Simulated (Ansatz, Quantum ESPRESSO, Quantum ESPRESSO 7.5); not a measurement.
# Work function of Mo(100), 5 layers, one monolayer of Si on top sites

Wanted: work functions and the surface dipole of Mo(100), 5 layers, one monolayer of Si on top sites at several levels, with their cost.

Program: Quantum ESPRESSO 7.5. Level of theory: plane-wave DFT, PBE, GBRV ultrasoft pseudopotentials (geometry and cross-check by Ansatz 0.2.0 with PAW datasets; geometry under PBE). Results are calculated unless marked as measured.

### 1. Starting point

The cell holds 6 atoms: 5 Mo and 1 Si. Cell: a = 3.150 Å, b = 3.150 Å, c = 25.300 Å, α = 90.0°, β = 90.0°, γ = 90.0°. It derives from Mo. Vacuum lies along c.

### 2. Relaxation with Ansatz

A relaxation in Ansatz fixes the structure of this slab for the runs on it.

The input, input.yaml:

```yaml
crystal:
  lattice:
    - [3.15, 0.0, 0.0]
    - [0.0, 3.15, 0.0]
    - [0.0, 0.0, 25.3]
  atoms:
    - { symbol: Mo, position: [0.0, 0.0, 0.3280632411] }
    - { symbol: Mo, position: [0.5, 0.5, 0.3903162055] }
    - { symbol: Mo, position: [0.0, 0.0, 0.45256917] }
    - { symbol: Mo, position: [0.5, 0.5, 0.5148221344] }
    - { symbol: Mo, position: [0.0, 0.0, 0.5770750988] }
    - { symbol: Si, position: [0.0, 0.0, 0.6818181818] }
kpoints:
  mp_grid: { grid: [8, 8, 1] }
hamiltonian:
  xc: pbe
scf:
  occupations: { method: fermi_dirac, width: 0.1 }
  convergence: { dr2_threshold: 1.0e-08 }
efield:
  axis: 3
  dipole_correction: true
  ramp_position: 0.97
  ramp_width: 0.04
relax:
  f_tol: 0.01
  constraints: [{ sites: [0, 1, 2] }]
output:
  write_potential: true
  write_density: true
  volumetric_format: npy
```

The run is started by

```sh
$ ansatz run input.yaml --threads 4 --pin off --max-ram 8192MiB --backend cpu --events-out ev --progress --plain --runs-dir out
```

Numbers of over 12 decimals in the logs are rounded to 6 here.

The log of the run:

```text
Engine: ansatz 0.2.0, aarch64-unknown-linux-gnu
Pseudopotentials: kind: paw
Pseudopotential: Mo, paw, valence charge 14, recommended cutoff 420 eV (normal), Mo.paw.azcp
Pseudopotential: Si, paw, valence charge 4, recommended cutoff 420 eV (normal), Si.paw.azcp
Functional definition: PBE
  parameter kappa = 0.804
  parameter beta = 0.066725
  exchange = pbe_x(kappa = kappa, mu = beta*pi^2/3)
  correlation = pbe_c(beta = beta)
Crystal: 6 atoms, lattice volume = 251.039 Å³
Basis set: ecut = 420 eV, 4957 PW (Γ), exchange–correlation on 48×48×360 points (8 copies of the dense FFT grid, shifted against one another)
Bands: 45, of which v1, the nominal top of the filled ones, is band 37 counted from 1 (36 counted from 0)
Symmetry: 8 space group operations
Space group: P4mm (ITA 99), of the structure as read, at distance tolerance 6.3e-5 Å
k-points: 15 of 64
Non-local potential: Mo, projectors of the file, l = 0: 3, l = 1: 2, l = 2: 2, l = 3: 1
Non-local potential: Si, projectors of the file, l = 0: 2, l = 1: 2, l = 2: 2
PAW form: soft (Blöchl's): semilocal exchange-correlation on the pseudo side does not see the compensation charge
PAW one-centre angular grid: Mo, 590 points (default); XC on 64 Gauss nodes
PAW one-centre angular grid: Si, 110 points (default); XC on 64 Gauss nodes
Initial density: superposition of atomic densities (neutral atoms: chi_scale 0, normalization atom), corrected by the library's trained network
Initial wavefunctions: pseudopotential atomic-orbital guess
Functional: x = pbe(κ = 0.804, μ = 0.219515), c = pbe(β = 0.066725)
SCF iter   1: F=—  HF=-25411.128373 eV  |F-HF|=—  |Δ(HF+E_count)|=         —  Δρ=7.26e-3  dr2=8.56e-1  ethr=1.77e-3  p=-0.053 e·Å  D=-3.83e-2 V/Å  ΔV_dip=0.97 eV  dr2_dipole=1.38e-1  V_vac-E_F(+/−)=5.02/4.05 eV  ⟨swp⟩=9.0  Hψ=3236  notcnv=0
efield: sawtooth ramp at fractional position 0.9700 (set: `efield.ramp_position`, or a place that a band, a saddle search or an elastic batch's reference lends), width 0.0400; the density the first Hamiltonian is built on has a dipole p = -0.053 e·Å; the dipole correction subtracts the counter field D = -3.83e-2 V/Å, which shifts the + side's vacuum level by +0.97 eV against the − side's; the planar-averaged density in the ramp window peaks in size at 1.2e-5 e/Å³
preconditioner: auto → LDOS  [metal: Δε(μ)=0.008 eV  Ē_g=3.757 eV  σ=0.100 eV  W_gap=0.02  n_scr=44 (ndim 8)  ℏωp=13.7 eV  f_vac=0.504  D(μ)=6.75/eV (n_scr^D=44)  β→1.0]
SCF iter   2: F=—  HF=-25411.097609 eV  |F-HF|=—  |Δ(HF+E_count)|=   3.08e-2  Δρ=4.22e-3  dr2=8.32e-2  ethr=1.16e-3  p=-0.059 e·Å  D=-4.25e-2 V/Å  ΔV_dip=1.07 eV  dr2_dipole=2.23e-4  V_vac-E_F(+/−)=5.03/3.96 eV  ⟨swp⟩=2.1  Hψ=867  notcnv=0
SCF iter   3: F=—  HF=-25411.090752 eV  |F-HF|=—  |Δ(HF+E_count)|=   6.86e-3  Δρ=1.85e-3  dr2=1.77e-2  ethr=1.12e-4  p=-0.060 e·Å  D=-4.30e-2 V/Å  ΔV_dip=1.09 eV  dr2_dipole=4.87e-4  V_vac-E_F(+/−)=5.05/3.96 eV  ⟨swp⟩=2.1  Hψ=1016  notcnv=0
SCF iter   4: F=—  HF=-25411.089236 eV  |F-HF|=—  |Δ(HF+E_count)|=   1.52e-3  Δρ=2.77e-4  dr2=8.12e-4  ethr=2.40e-5  p=-0.060 e·Å  D=-4.36e-2 V/Å  ΔV_dip=1.10 eV  dr2_dipole=2.60e-5  V_vac-E_F(+/−)=5.06/3.96 eV  ⟨swp⟩=2.2  Hψ=879  notcnv=0
SCF iter   5: F=—  HF=-25411.089182 eV  |F-HF|=—  |Δ(HF+E_count)|=   5.33e-5  Δρ=8.91e-5  dr2=5.81e-5  ethr=1.10e-6  p=-0.061 e·Å  D=-4.39e-2 V/Å  ΔV_dip=1.11 eV  dr2_dipole=8.08e-7  V_vac-E_F(+/−)=5.07/3.95 eV  ⟨swp⟩=2.1  Hψ=949  notcnv=0
SCF iter   6: F=—  HF=-25411.089196 eV  |F-HF|=—  |Δ(HF+E_count)|=   1.38e-5  Δρ=3.54e-5  dr2=9.11e-6  ethr=7.85e-8  p=-0.061 e·Å  D=-4.41e-2 V/Å  ΔV_dip=1.12 eV  dr2_dipole=1.54e-6  V_vac-E_F(+/−)=5.07/3.95 eV  ⟨swp⟩=2.0  Hψ=918  notcnv=0
SCF iter   7: F=—  HF=-25411.089287 eV  |F-HF|=—  |Δ(HF+E_count)|=   9.12e-5  Δρ=1.23e-5  dr2=1.56e-6  ethr=1.23e-8  p=-0.061 e·Å  D=-4.42e-2 V/Å  ΔV_dip=1.12 eV  dr2_dipole=3.63e-7  V_vac-E_F(+/−)=5.07/3.95 eV  ⟨swp⟩=2.0  Hψ=907  notcnv=0
SCF iter   8: F=—  HF=-25411.089288 eV  |F-HF|=—  |Δ(HF+E_count)|=   8.32e-8  Δρ=4.59e-6  dr2=1.35e-7  ethr=2.11e-9  p=-0.061 e·Å  D=-4.42e-2 V/Å  ΔV_dip=1.12 eV  dr2_dipole=3.15e-8  V_vac-E_F(+/−)=5.07/3.95 eV  ⟨swp⟩=2.1  Hψ=892  notcnv=0
SCF iter   9: F=—  HF=-25411.089288 eV  |F-HF|=—  |Δ(HF+E_count)|=   5.59e-8  Δρ=1.48e-6  dr2=1.71e-8  ethr=1.82e-10  p=-0.061 e·Å  D=-4.42e-2 V/Å  ΔV_dip=1.12 eV  dr2_dipole=2.00e-10  V_vac-E_F(+/−)=5.07/3.95 eV  ⟨swp⟩=2.3  Hψ=979  notcnv=0
SCF iter  10: F=-25411.089288 eV  HF=-25411.089288 eV  |F-HF|=1.00e-9  |Δ(HF+E_count)|=   1.15e-8  Δρ=6.97e-7  dr2=4.21e-9  ethr=1.35e-11  p=-0.061 e·Å  D=-4.41e-2 V/Å  ΔV_dip=1.12 eV  dr2_dipole=8.68e-11  V_vac-E_F(+/−)=5.07/3.95 eV  ⟨swp⟩=10.4  Hψ=4644  notcnv=0
SCF 1 converged in 10 iterations: F = -25411.089288 eV  dr2 = 4.21e-9
  greatest PAW one-centre occupation: 0.998 electrons in one spin orbital (limit 2), on the Mo atom at site 0 (counted from 0), in its partial waves of l = 0
relax step   1: F+E_penalty+E_count = -25411.08928757 eV  Δ(F+E_penalty+E_count) = +0.000e0 eV  max|allowed force component| = 1.149e0 eV/Å  Δτ_max = 0.0000 Å  (10 SCF iters, accepted)
Initial density: handed on by an earlier stage of this run
Initial wavefunctions: those handed on with the density
SCF iter   1: F=—  HF=-25411.379847 eV  |F-HF|=—  |Δ(HF+E_count)|=         —  Δρ=1.33e-2  dr2=3.99e0  ethr=3.10e-3  p=-0.061 e·Å  D=-4.41e-2 V/Å  ΔV_dip=1.12 eV  dr2_dipole=1.05e0  V_vac-E_F(+/−)=5.13/4.01 eV  ⟨swp⟩=4.9  Hψ=1484  notcnv=0
efield: sawtooth ramp at fractional position 0.9700 (set: `efield.ramp_position`, or a place that a band, a saddle search or an elastic batch's reference lends), width 0.0400; the density the first Hamiltonian is built on has a dipole p = -0.061 e·Å; the dipole correction subtracts the counter field D = -4.41e-2 V/Å, which shifts the + side's vacuum level by +1.12 eV against the − side's; the planar-averaged density in the ramp window peaks in size at 3.1e-6 e/Å³
preconditioner: auto → LDOS  [metal: Δε(μ)=0.020 eV  Ē_g=3.804 eV  σ=0.100 eV  W_gap=0.05  n_scr=44 (ndim 8)  ℏωp=13.7 eV  f_vac=0.510  D(μ)=6.58/eV (n_scr^D=44)  β→1.0]
SCF iter   2: F=—  HF=-25411.276226 eV  |F-HF|=—  |Δ(HF+E_count)|=   1.04e-1  Δρ=5.00e-3  dr2=2.63e-1  ethr=3.10e-3  p=-0.062 e·Å  D=-4.43e-2 V/Å  ΔV_dip=1.12 eV  dr2_dipole=9.82e-2  V_vac-E_F(+/−)=5.09/3.97 eV  ⟨swp⟩=2.1  Hψ=890  notcnv=0
SCF iter   3: F=—  HF=-25411.267660 eV  |F-HF|=—  |Δ(HF+E_count)|=   8.57e-3  Δρ=3.85e-3  dr2=8.84e-2  ethr=3.55e-4  p=-0.065 e·Å  D=-4.68e-2 V/Å  ΔV_dip=1.18 eV  dr2_dipole=1.82e-3  V_vac-E_F(+/−)=5.14/3.96 eV  ⟨swp⟩=2.7  Hψ=1107  notcnv=0
[...]
SCF iter   5: F=—  HF=-25411.275246 eV  |F-HF|=—  |Δ(HF+E_count)|=   3.48e-4  Δρ=1.89e-4  dr2=2.02e-4  ethr=1.74e-6  p=-0.062 e·Å  D=-4.49e-2 V/Å  ΔV_dip=1.14 eV  dr2_dipole=5.92e-6  V_vac-E_F(+/−)=5.09/3.95 eV  ⟨swp⟩=2.0  Hψ=1032  notcnv=0
SCF iter   6: F=—  HF=-25411.275221 eV  |F-HF|=—  |Δ(HF+E_count)|=   2.52e-5  Δρ=3.48e-5  dr2=8.51e-6  ethr=2.72e-7  p=-0.062 e·Å  D=-4.48e-2 V/Å  ΔV_dip=1.13 eV  dr2_dipole=1.71e-7  V_vac-E_F(+/−)=5.08/3.95 eV  ⟨swp⟩=2.2  Hψ=1083  notcnv=0
SCF iter   7: F=—  HF=-25411.275321 eV  |F-HF|=—  |Δ(HF+E_count)|=   1.01e-4  Δρ=1.17e-5  dr2=1.06e-6  ethr=1.15e-8  p=-0.062 e·Å  D=-4.48e-2 V/Å  ΔV_dip=1.13 eV  dr2_dipole=1.95e-7  V_vac-E_F(+/−)=5.08/3.95 eV  ⟨swp⟩=2.3  Hψ=964  notcnv=0
SCF iter   8: F=—  HF=-25411.275322 eV  |F-HF|=—  |Δ(HF+E_count)|=   6.53e-8  Δρ=4.35e-6  dr2=1.18e-7  ethr=1.44e-9  p=-0.062 e·Å  D=-4.48e-2 V/Å  ΔV_dip=1.13 eV  dr2_dipole=1.05e-8  V_vac-E_F(+/−)=5.08/3.95 eV  ⟨swp⟩=2.1  Hψ=947  notcnv=0
SCF iter   9: F=—  HF=-25411.275322 eV  |F-HF|=—  |Δ(HF+E_count)|=   4.12e-8  Δρ=2.37e-6  dr2=3.36e-8  ethr=1.60e-10  p=-0.062 e·Å  D=-4.48e-2 V/Å  ΔV_dip=1.13 eV  dr2_dipole=7.82e-10  V_vac-E_F(+/−)=5.08/3.95 eV  ⟨swp⟩=2.7  Hψ=1096  notcnv=0
SCF iter  10: F=-25411.275322 eV  HF=-25411.275322 eV  |F-HF|=1.97e-9  |Δ(HF+E_count)|=   1.12e-8  Δρ=7.33e-7  dr2=3.23e-9  ethr=1.35e-11  p=-0.062 e·Å  D=-4.48e-2 V/Å  ΔV_dip=1.13 eV  dr2_dipole=1.09e-10  V_vac-E_F(+/−)=5.08/3.95 eV  ⟨swp⟩=10.1  Hψ=4621  notcnv=0
SCF 3 converged in 10 iterations: F = -25411.275322 eV  dr2 = 3.23e-9
relax step   3: F+E_penalty+E_count = -25411.27532157 eV  Δ(F+E_penalty+E_count) = -1.742e-2 eV  max|allowed force component| = 1.891e-1 eV/Å  Δτ_max = 0.1203 Å  (10 SCF iters, accepted)
[...]
relax step   4: F+E_penalty+E_count = -25411.28182623 eV  Δ(F+E_penalty+E_count) = -6.505e-3 eV  max|allowed force component| = 1.224e-2 eV/Å  Δτ_max = 0.0496 Å  (9 SCF iters, accepted)
SCF iter   1: F=—  HF=-25411.281742 eV  |F-HF|=—  |Δ(HF+E_count)|=         —  Δρ=6.14e-5  dr2=3.00e-5  ethr=2.37e-7  p=-0.063 e·Å  D=-4.52e-2 V/Å  ΔV_dip=1.14 eV  dr2_dipole=3.32e-6  V_vac-E_F(+/−)=5.09/3.95 eV  ⟨swp⟩=2.1  Hψ=1182  notcnv=0
efield: sawtooth ramp at fractional position 0.9700 (set: `efield.ramp_position`, or a place that a band, a saddle search or an elastic batch's reference lends), width 0.0400; the density the first Hamiltonian is built on has a dipole p = -0.063 e·Å; the dipole correction subtracts the counter field D = -4.52e-2 V/Å, which shifts the + side's vacuum level by +1.14 eV against the − side's; the planar-averaged density in the ramp window peaks in size at 1.8e-6 e/Å³
preconditioner: auto → LDOS  [metal: Δε(μ)=0.028 eV  Ē_g=3.813 eV  σ=0.100 eV  W_gap=0.07  n_scr=44 (ndim 8)  ℏωp=13.7 eV  f_vac=0.513  D(μ)=6.68/eV (n_scr^D=44)  β→1.0]
SCF iter   2: F=—  HF=-25411.281745 eV  |F-HF|=—  |Δ(HF+E_count)|=   2.74e-6  Δρ=3.68e-5  dr2=6.82e-6  ethr=4.05e-8  p=-0.063 e·Å  D=-4.52e-2 V/Å  ΔV_dip=1.14 eV  dr2_dipole=7.21e-7  V_vac-E_F(+/−)=5.09/3.95 eV  ⟨swp⟩=2.1  Hψ=1039  notcnv=0
SCF iter   3: F=—  HF=-25411.281832 eV  |F-HF|=—  |Δ(HF+E_count)|=   8.68e-5  Δρ=1.86e-5  dr2=1.92e-6  ethr=9.22e-9  p=-0.063 e·Å  D=-4.52e-2 V/Å  ΔV_dip=1.14 eV  dr2_dipole=8.78e-8  V_vac-E_F(+/−)=5.09/3.95 eV  ⟨swp⟩=2.1  Hψ=1021  notcnv=0
SCF iter   4: F=—  HF=-25411.281832 eV  |F-HF|=—  |Δ(HF+E_count)|=   6.18e-8  Δρ=5.23e-6  dr2=1.38e-7  ethr=2.59e-9  p=-0.063 e·Å  D=-4.52e-2 V/Å  ΔV_dip=1.14 eV  dr2_dipole=6.49e-9  V_vac-E_F(+/−)=5.09/3.95 eV  ⟨swp⟩=2.1  Hψ=898  notcnv=0
SCF iter   5: F=—  HF=-25411.281832 eV  |F-HF|=—  |Δ(HF+E_count)|=   9.01e-9  Δρ=1.83e-6  dr2=2.34e-8  ethr=1.86e-10  p=-0.063 e·Å  D=-4.52e-2 V/Å  ΔV_dip=1.14 eV  dr2_dipole=1.40e-9  V_vac-E_F(+/−)=5.09/3.95 eV  ⟨swp⟩=2.0  Hψ=1008  notcnv=0
SCF iter   6: F=-25411.281832 eV  HF=-25411.281832 eV  |F-HF|=2.34e-9  |Δ(HF+E_count)|=   1.19e-8  Δρ=4.05e-7  dr2=7.67e-10  ethr=1.35e-11  p=-0.063 e·Å  D=-4.52e-2 V/Å  ΔV_dip=1.14 eV  dr2_dipole=4.36e-11  V_vac-E_F(+/−)=5.09/3.95 eV  ⟨swp⟩=10.1  Hψ=4607  notcnv=0
SCF 5 converged in 6 iterations: F = -25411.281832 eV  dr2 = 7.67e-10
relax step   5: F+E_penalty+E_count = -25411.28183196 eV  Δ(F+E_penalty+E_count) = -5.728e-6 eV  max|allowed force component| = 6.540e-4 eV/Å  Δτ_max = 0.0012 Å  (6 SCF iters, accepted)
NSCF: frozen V_eff on 15 k-points
the band table was solved once a step of the walk had ended and its energy, with any forces and stress, was formed, with the checks that follow a solve (3036 applications of the Hamiltonian). They found nothing against the state; the energy, forces and stress were not computed again (output.eigenvalues in the input reference)
WARN: The input density's exchange-correlation potential varies sharply where the density is thin. Do not read a vacuum level from v_tot or v_xc, or from such a field of the output density. On a cell that repeats whose density bears no net charge and no dipole along the vacuum's axis use v_es (v_loc + v_h of the components); under efield.dipole_correction with no amplitude use v_es + v_field, which holds any external [...]
SCF converged after 6 iterations
Free energy (F): -25411.281832 eV
Harris-Foulkes:  -25411.281832 eV  (|F-HF|=2.34e-9)
Internal energy: -25411.069696 eV  (E = F + TS)
E sigma→0 (E₀):  -25411.175764 eV
Entropy (-TS):   -0.212136 eV (-35.356 meV/atom)
Fermi energy:    4.336214 eV
Dipole field:    D = -0.045172 V/Å  (p = -0.062669 e·Å, saw-weighted, corrected)
Work function:   Φ+ = 5.0935 eV   Φ− = 3.9507 eV
Levels:          The Fermi level and band energies are counted from a zero that moves with the ramp; work functions are not
--- Per-component energies (eV) ---
  E_band       = -1422.921942
  E_kinetic    = 2232.197066
  E_local      = -95163.075985  (includes V_loc(G=0)·N_el)
  E_nonlocal   = 742.866547
  E_hartree    = 46335.408683
  E_xc         = -965.074715
  E_vxc        = -1181.431256  (∫ρ·V_xc dr)
  E_paw        = -16518.719455  (= ΣΔE_a)
  E_vpaw       = -722.140544  (= ΣTr[D̂ρ^β])
  E_aug_tail   = 0.000232  (compensation charges beyond the density's cutoff)
  E_efield     = 0.001415  (sawtooth field / dipole correction)
  E_vefield    = -2.158803  (∫n·V_field dr)
  E_ewald      = 37925.326517
  E_smearing   = -0.212136  (= −TS)
  E_closure    = 0.000000  (closes the sum)
  Σ components = -25411.281832   (vs F -25411.281832, Δ=0.00e0)
--- Forces (eV/Å), atoms counted from 1 ---
  atom   1  Mo     0.00000000     0.00000000     1.26895740
  atom   2  Mo    -0.00000000     0.00000000    -0.99710207
  atom   3  Mo    -0.00000000     0.00000000    -0.27160209
  atom   4  Mo    -0.00000000    -0.00000000    -0.00065405
  atom   5  Mo     0.00000000    -0.00000000     0.00054169
  atom   6  Si    -0.00000000    -0.00000000    -0.00012359
  max |Σ_I F_I| component: 1.73e-5 eV/Å
--- Band table (eV; the first three rows and the last of 15) ---
  k-point 0: bands = [... 33 lower, 3.5672, 3.5672, 4.1009, 4.2635, 4.2976, 4.2976, 4.3054, 5.5184, ... 4 higher]
  k-point 1: bands = [... 33 lower, 3.6796, 3.7070, 3.7732, 3.9595, 4.4105, 4.9296, 4.9296, 4.9964, ... 4 higher]
  k-point 2: bands = [... 33 lower, 3.3023, 3.4921, 3.4989, 3.8276, 4.8003, 4.9462, 5.0972, 5.1712, ... 4 higher]
  k-point 14: bands = [... 33 lower, 3.2253, 4.3170, 4.3170, 5.0412, 5.8586, 6.3755, 6.4207, 6.5013, ... 4 higher]
--- Relaxed structure (5 steps of the walk, 5 accepted, 0 SCFs on fresh bases) ---
  F+E_penalty+E_count = -25411.28183196 eV   max|allowed force component| = 6.540e-4 eV/Å
  atoms:
    - { symbol: Mo, position: [0.0, 0.0, 0.3280632411] }
    - { symbol: Mo, position: [0.500000, 0.500000, 0.3903162055] }
    - { symbol: Mo, position: [0.0, 0.0, 0.452569] }
    - { symbol: Mo, position: [0.500000, 0.500000, 0.516655] }
    - { symbol: Mo, position: [-2.4941112241659632e-18, 0, 0.575477] }
    - { symbol: Si, position: [-1.6321921661543368e-17, 0, 0.671359] }
```

It took 17 s on 4 threads of Arm Neoverse V2, shared host; peak memory 0.62 GiB; 66 s of CPU time.

The steps of the relaxation:

| step | energy less that of the first step (eV) | largest force component (eV/Å) |
| --- | --- | --- |
| 1 | 0.0000 | 1.1494 |
| 2 | -0.1686 | 0.5805 |
| 3 | -0.1860 | 0.1891 |
| 4 | -0.1925 | 0.0122 |
| 5 | -0.1925 | 0.0007 |

Forces are held to the 8 operations that the run works with; a distortion that breaks them can't arise in this run.

The atoms that moved most (Å):

| atom | dx | dy | dz | length |
| --- | --- | --- | --- | --- |
| Si6 | 0.000 | 0.000 | -0.265 | 0.265 |
| Mo4 | 0.000 | 0.000 | 0.046 | 0.046 |
| Mo5 | 0.000 | 0.000 | -0.040 | 0.040 |

The relaxation lowers the energy by 32 meV an atom. Held were the atoms numbered 1, 2 and 3; the forces quoted are those on the free ones.

This step gave:

- free energy: -25411.2818 eV
- energy at zero smearing: -25411.1758 eV
- smearing term TS: 0.2121 eV
- Fermi energy: 4.336 eV
- symmetry operations: 8
- work function of the upper face: 5.094 eV
- work function of the lower face: 3.951 eV
- dipole along the normal: -0.06267 e·Å

[end of part 1 of 5]

[Logs are printed without paths, hosts, clocks, repeated set-up lines and the standing remarks that a program may print on its own settings, such as how far it seeks lower states.]

[Hosts, paths, dates, database ids (printed as entryN), source tags and the programs' standing remarks are cut or masked in the printed files.]

[Maps of the electrostatic potential energy from Ansatz leave out the sawtooth potential of an applied field or a dipole correction, so their vacuum need not be flat; planar profiles and work functions include it.]
